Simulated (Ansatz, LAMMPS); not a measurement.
# Glassy 63SiO2-14B2O3-11Na2O-11CaO (mol %) (111 atoms) under strain, part 4 of 4

How stiff is glassy 63SiO2-14B2O3-11Na2O-11CaO (mol %) (111 atoms), and how do its levels respond to strain?

Ansatz 0.2.0; Kohn-Sham DFT, PBE, PAW (set soft_2), plane waves.

The cell: 22 Si, 10 B, 8 Na, 4 Ca and 67 O. The quench rate of 300 K/ps far exceeds what a furnace or splat quench reaches. The starting topology of bonds comes from the classical model. Only the Γ point is sampled.

So far. Step 10 (Stretched by 1 % along x): The relaxation converged after 6 steps, 0.0967 eV below its start, with a largest force component of 0.027 eV/Å. Step 10 (Stretched by 1 % along x): Stretched by 1 % along x: the energy stands 0.0293 eV above that of the reference, at a pressure of -0.372 GPa.

## Step 11: Compressed by 1 % along x

The relaxed cell is strained along x alone, which gives the stiffness along x and its coupling to y and z.

The input, input.yaml:

```yaml
crystal:
  lattice:
    - [11.22698, -0.04131, 0.09583]
    - [-0.0409, 11.28318, 0.16098]
    - [0.09487, 0.16098, 11.32774]
  atoms:
    [... the 111 atom lines of step 4 ...]
kpoints:
  mp_grid: { grid: [1, 1, 1] }
hamiltonian:
  xc: pbe
scf:
  occupations: { method: fixed }
output:
  forces: true
  eigenvalues: true
  stress: true
relax:
  f_tol: 0.05
  max_steps: 70
```

Command:

```bash
ansatz run input.yaml --threads 4 --pin off --max-ram 8192MiB --backend cpu --events-out ev --progress --plain --runs-dir out
```

Numbers of over 12 decimals in the logs are rounded to 6 here.

Log:

```text
[...]
Crystal: 111 atoms, lattice volume = 1434.539 Å³
Basis set: ecut = 420 eV, 28043 PW (Γ), exchange–correlation on 160×160×160 points (8 copies of the dense FFT grid, shifted against one another)
Bands: 427, of which v1, the nominal top of the filled ones, is band 316 counted from 1 (315 counted from 0)
Symmetry: 1 space group operations
[...]
k-points: 1
[...]
SCF iter   1: F=—  HF=-72841.272168 eV  |F-HF|=—  |Δ(HF+E_count)|=         —  Δρ=2.52e-3  dr2=9.65e-2  ethr=1.77e-3  ⟨swp⟩=5.0  Hψ=1549  notcnv=0  defer=109
[...]
SCF iter   5: F=—  HF=-72841.277184 eV  |F-HF|=—  |Δ(HF+E_count)|=   2.98e-5  Δρ=1.03e-4  dr2=1.43e-4  ethr=8.46e-8  ⟨swp⟩=2.0  Hψ=556  notcnv=0  defer=109
SCF iter   6: F=-72841.277186 eV  HF=-72841.277188 eV  |F-HF|=2.31e-6  |Δ(HF+E_count)|=   4.19e-6  Δρ=3.70e-5  dr2=1.88e-5  ethr=9.89e-9  ⟨swp⟩=16.0  Hψ=3272  notcnv=0
SCF 1 converged in 6 iterations: F = -72841.277186 eV  dr2 = 1.88e-5
[...]
relax step   1: F+E_penalty+E_count = -72841.27718614 eV  Δ(F+E_penalty+E_count) = +0.000e0 eV  max|allowed force component| = 4.190e-1 eV/Å  Δτ_max = 0.0000 Å  (6 SCF iters, dr2 threshold 6.25e-5 eV, accepted)
[...]
relax step   2: F+E_penalty+E_count = -72841.33250761 eV  Δ(F+E_penalty+E_count) = -5.532e-2 eV  max|allowed force component| = 2.304e-1 eV/Å  Δτ_max = 0.0259 Å  (6 SCF iters, dr2 threshold 1.10e-5 eV, accepted)
[...]
relax step   3: F+E_penalty+E_count = -72841.36074147 eV  Δ(F+E_penalty+E_count) = -2.823e-2 eV  max|allowed force component| = 7.996e-2 eV/Å  Δτ_max = 0.0285 Å  (6 SCF iters, dr2 threshold 3.32e-6 eV, accepted)
relax step   4: F+E_penalty+E_count = -72841.36421265 eV  Δ(F+E_penalty+E_count) = -3.471e-3 eV  max|allowed force component| = 5.449e-2 eV/Å  Δτ_max = 0.0094 Å  (7 SCF iters, accepted)
[...]
relax step   5: F+E_penalty+E_count = -72841.36710860 eV  Δ(F+E_penalty+E_count) = -2.896e-3 eV  max|allowed force component| = 2.995e-2 eV/Å  Δτ_max = 0.0182 Å  (7 SCF iters, accepted)
SCF converged after 7 iterations
Free energy (F): -72841.367109 eV
[...]
Internal energy: -72841.367109 eV  (E = F + TS)
E sigma→0 (E₀):  -72841.367109 eV
Fermi energy:    3.876720 eV
[...]
Σ components = -72841.367109   (vs F -72841.367109, Δ=0.00e0)
--- Forces (eV/Å), atoms counted from 1 ---
  atom   1  Si     0.00675121    -0.02317646    -0.01281289
  atom   2  Si     0.01214871    -0.00634284     0.00178354
  atom   3  Si    -0.02095633    -0.00502822    -0.00917044
  atom   4  Si     0.01047155    -0.01093399    -0.00220274
[...]
atom 111  O     -0.01007824    -0.00665187     0.00261201
  max |Σ_I F_I| component: 9.84e-5 eV/Å
--- Stress (GPa, compression-positive) ---
        0.785798       0.012123      -0.001928
        0.012126       0.243748       0.087823
       -0.001923       0.087832       0.299515
  P = ⅓ Tr σ = 0.4430 GPa (4.430 kbar)
--- Band table (eV) ---
[...]
--- Relaxed structure (5 steps of the walk, 5 accepted, 0 SCFs on fresh bases) ---
  F+E_penalty+E_count = -72841.36710860 eV   max|allowed force component| = 2.995e-2 eV/Å
  atoms:
    - { symbol: Si, position: [0.059179, 0.020776, 0.222338] }
    - { symbol: Si, position: [0.420453, 0.846953, 0.337727] }
    - { symbol: Si, position: [0.628691, 0.838121, 0.177448] }
    - { symbol: Si, position: [0.050930, 0.413386, 0.253379] }
[...]
- { symbol: O, position: [0.967728, 0.316577, 0.685091] }
```

The job ended after 68 s (4 threads of Intel Xeon Platinum 8375C at 2.90GHz (Ice Lake), shared host; peak memory 2.1 GiB; 4.1 min of CPU time).

The relaxation converged after 5 steps, 0.0899 eV below its start, with a largest force component of 0.030 eV/Å.

Compressed by 1 % along x: the energy stands 0.0302 eV above that of the reference, at a pressure of 0.443 GPa.

## Step 12: Sheared by 2 % in xy

A shear of the relaxed cell gives the modulus that volume changes can't reach.

input.yaml, the sections that differ from step 11:

```yaml
crystal:
  lattice:
    - [11.33997, 0.07209, 0.09583]
    - [0.07152, 11.28277, 0.16098]
    - [0.09744, 0.16194, 11.32774]
  atoms:
    [... the 111 atom lines of step 4 ...]
# kpoints, hamiltonian, scf, output, relax: as in step 11
```

Log:

```text
[...]
Crystal: 111 atoms, lattice volume = 1448.885 Å³
Basis set: ecut = 420 eV, 28287 PW (Γ), exchange–correlation on 160×160×160 points (8 copies of the dense FFT grid, shifted against one another)
Bands: 427, of which v1, the nominal top of the filled ones, is band 316 counted from 1 (315 counted from 0)
Symmetry: 1 space group operations
[...]
k-points: 1
[...]
SCF iter   1: F=—  HF=-72841.195446 eV  |F-HF|=—  |Δ(HF+E_count)|=         —  Δρ=2.51e-3  dr2=9.89e-2  ethr=1.77e-3  ⟨swp⟩=5.0  Hψ=1549  notcnv=0  defer=109
[...]
SCF iter   5: F=—  HF=-72841.200152 eV  |F-HF|=—  |Δ(HF+E_count)|=   2.34e-5  Δρ=1.03e-4  dr2=1.48e-4  ethr=8.87e-8  ⟨swp⟩=2.0  Hψ=557  notcnv=0  defer=109
SCF iter   6: F=-72841.200155 eV  HF=-72841.200157 eV  |F-HF|=2.33e-6  |Δ(HF+E_count)|=   4.78e-6  Δρ=3.74e-5  dr2=1.94e-5  ethr=9.89e-9  ⟨swp⟩=17.0  Hψ=3461  notcnv=0
SCF 1 converged in 6 iterations: F = -72841.200155 eV  dr2 = 1.94e-5
[...]
relax step   1: F+E_penalty+E_count = -72841.20015458 eV  Δ(F+E_penalty+E_count) = +0.000e0 eV  max|allowed force component| = 5.860e-1 eV/Å  Δτ_max = 0.0000 Å  (6 SCF iters, dr2 threshold 6.25e-5 eV, accepted)
[...]
relax step   2: F+E_penalty+E_count = -72841.28839139 eV  Δ(F+E_penalty+E_count) = -8.824e-2 eV  max|allowed force component| = 3.691e-1 eV/Å  Δτ_max = 0.0323 Å  (5 SCF iters, dr2 threshold 2.15e-5 eV, accepted)
[...]
relax step   3: F+E_penalty+E_count = -72841.33000732 eV  Δ(F+E_penalty+E_count) = -4.162e-2 eV  max|allowed force component| = 7.617e-2 eV/Å  Δτ_max = 0.0301 Å  (6 SCF iters, dr2 threshold 8.52e-6 eV, accepted)
relax step   4: F+E_penalty+E_count = -72841.28790592 eV  Δ(F+E_penalty+E_count) = +4.210e-2 eV  max|allowed force component| = 2.620e-1 eV/Å  Δτ_max = 0.0925 Å  (9 SCF iters, rejected (line search))
[...]
relax step   5: F+E_penalty+E_count = -72841.34017510 eV  Δ(F+E_penalty+E_count) = -1.017e-2 eV  max|allowed force component| = 4.098e-2 eV/Å  Δτ_max = 0.0295 Å  (9 SCF iters, accepted)
SCF converged after 9 iterations
Free energy (F): -72841.340175 eV
[...]
Internal energy: -72841.340175 eV  (E = F + TS)
E sigma→0 (E₀):  -72841.340175 eV
Fermi energy:    3.759738 eV
[...]
Σ components = -72841.340175   (vs F -72841.340175, Δ=0.00e0)
--- Forces (eV/Å), atoms counted from 1 ---
  atom   1  Si     0.00249505     0.02953045     0.00056789
  atom   2  Si     0.00597693     0.02273660     0.00579820
  atom   3  Si    -0.00429664     0.00472940     0.01029048
  atom   4  Si    -0.00004418     0.00072570     0.00244386
[...]
atom 111  O     -0.00878215    -0.00355049    -0.00618173
  max |Σ_I F_I| component: 1.03e-4 eV/Å
--- Stress (GPa, compression-positive) ---
       -0.092475      -0.612349       0.026565
       -0.612347      -0.157986      -0.074101
        0.026568      -0.074093       0.007555
  P = ⅓ Tr σ = -0.0810 GPa (-0.810 kbar)
--- Band table (eV) ---
[...]
--- Relaxed structure (5 steps of the walk, 4 accepted, 0 SCFs on fresh bases) ---
  F+E_penalty+E_count = -72841.34017510 eV   max|allowed force component| = 4.098e-2 eV/Å
  atoms:
    - { symbol: Si, position: [0.058815, 0.018646, 0.221940] }
    - { symbol: Si, position: [0.421612, 0.846276, 0.338121] }
    - { symbol: Si, position: [0.628141, 0.835727, 0.176813] }
    - { symbol: Si, position: [0.049530, 0.413318, 0.254372] }
[...]
- { symbol: O, position: [0.969788, 0.319638, 0.685512] }
```

Wall time 97 s (4 threads); peak memory 2.1 GiB; 5.8 min of CPU time.

The relaxation converged after 5 steps, 0.140 eV below its start, with a largest force component of 0.041 eV/Å.

Sheared by 2 % in xy: the energy stands 0.0572 eV above that of the reference, at a pressure of -0.0810 GPa.

## Step 13: Pressure against volume

Atoms are relaxed at each volume, in the scaled cell.

```csv
volume change (%),volume (Å³/atom),energy change (meV/atom),pressure (GPa),largest move on relaxing (Å),bonds,gap (eV)
-10,11.749,18.87,5.16,0.78,198,3.93
-6,12.271,6.15,2.82,0.52,194,3.81
-3,12.663,1.70,1.42,0.22,194,3.68
+0,13.054,0.00,-0.02,-,190,3.53
+3,13.446,1.57,-1.32,0.16,190,3.40
+6,13.838,6.31,-2.58,0.29,190,3.28
```

## Step 14: Uniaxial strain and shear

Stress (GPa, compression positive) less that of the relaxed cell, atoms relaxed:

```csv
strain,xx,yy,zz,xy,energy change (meV/atom)
stretched by 1 % along x,-0.690,-0.174,-0.204,-0.087,0.26
compressed by 1 % along x,0.805,0.253,0.318,0.024,0.27
sheared by 2 % in xy,-0.073,-0.149,0.026,-0.601,0.52
```

## Step 15: Findings

The bulk modulus, from the slope of pressure against ln V over the three points nearest the relaxed volume, is 45.8 GPa; between neighbouring points the slope runs 54, 45, 47, 44 and 44 GPa from the smallest volume up, without a steady fall, so no pressure derivative is given. The count of bonds runs from 190 to 198 over the series, so at some points contacts cross the cutoffs. At -10 % and -6 % some atom moved by over 0.5 Å on relaxing, so those points may sit in another local minimum. The gap goes from 3.93 eV at the smallest volume to 3.28 eV at the largest, -4.1 eV per unit of ln V by a straight line, on the run's k-points. In the Cartesian axes of the cell, finite differences give C11 = 74.8, C12 = 21.3, C13 = 26.1 and C66 = 30.0 GPa (the shear of 2 % is the engineering strain, εxy = 0.01). The mean of C11, C12 and C13, which equals the bulk modulus in a cubic or isotropic solid, is 40.7 GPa: it lies 11 % under the bulk modulus from the volumes. For an isotropic solid C66 would equal (C11 − C12)/2 = 26.7 GPa; so small a sample needn't be isotropic, and C66 rests on one shear. With the bulk modulus and C66 as K and G, Young's modulus would be about 74 GPa and Poisson's ratio 0.23.

**Limits.** Strains are finite and relaxations stop at the force tolerance of the input, which can leave moduli too stiff; they are those of a static cell at zero temperature. Volumes are changed with the cell's shape held, so in an anisotropic solid the modulus lies over the one under free hydrostatic load. The program notes that the SCF threshold of the relaxations is loose for the stress.

The DFT runs together took 23 min of wall time.

[Logs are printed without paths, hosts, clocks, repeated set-up lines and the standing remarks that a program may print on its own settings, such as how far it seeks lower states.]

[Hosts, paths, dates, database ids (printed as entryN), source tags and the programs' standing remarks are cut or masked in the printed files.]
